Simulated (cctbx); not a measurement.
## B6Pt: precision against data quality

Space group Cmcm (no. 63), a = 5.6650 Å, b = 4.8840 Å, c = 6.7890 Å, α = 90.00°, β = 90.00°, γ = 90.00°.

```
atom  mult.       x       y       z  Ueq (Å²)
 Pt1      4     1/2  0.0269     3/4    0.0041
  B1      8  0.3137  0.7143     3/4    0.0091
  B2      8     1/2  0.3500  0.9071    0.0096
  B3      8  0.3176       0     1/2    0.0073
```

This is a model crystal, built by substitution and not relaxed, with assumed displacement parameters.

Five simulated data sets (cctbx; Mo Kα, λ = 0.71073 Å; 1.5 % proportional error) differ in resolution or exposure (noise floor 2 counts in the first three, 8 in the last two). Each is refined with the right model, isotropic at 1.1 Å and anisotropic otherwise. How do the figures of merit and the uncertainties move?

```
d min (Å)  top counts  ⟨I/σ⟩ (unmerged, absences included)  unique  param. (scale apart)   Rint      R1  GooF  largest s.u. xyz (fractional)  s.u. U of B1 (Å²)  largest error (Å)
      1.1        5000                                 13.7      47                    10  0.019  0.0048  0.86                        0.00143             0.0020             0.0068
     0.84        5000                                 12.8     101                    21  0.021  0.0057  1.01                        0.00108             0.0023             0.0067
      0.6        5000                                 10.7     262                    21  0.025  0.0065  0.89                        0.00058             0.0009             0.0038
     0.75         300                                  2.4     137                    21  0.125  0.0281  0.85                        0.00430             0.0143             0.0395
     0.75        3000                                  9.2     137                    21  0.030  0.0073  0.85                        0.00101             0.0027             0.0104
```

The number of reflections grows roughly as 1/d³: 47, 101 and 262 here. R1 follows the noise rather than the truth: at 300 counts it is 0.0281, at 3000 counts 0.0073, while GooF is 0.85 and 0.85: the weights 1/σ² carry the noise. The s.u. of U (U11 where anisotropic) for B1 goes 0.0020, 0.0023, 0.0009 Å² with resolution and 0.0143, 0.0027 Å² with exposure.

Hardware for the 0.6 Å refinement: 0.58 s on 1 thread of Arm Neoverse N1 (shared host), peak memory 0.09 GiB.

[Logs are printed without paths, hosts, clocks, repeated set-up lines and the standing remarks that a program may print on its own settings, such as how far it seeks lower states.]
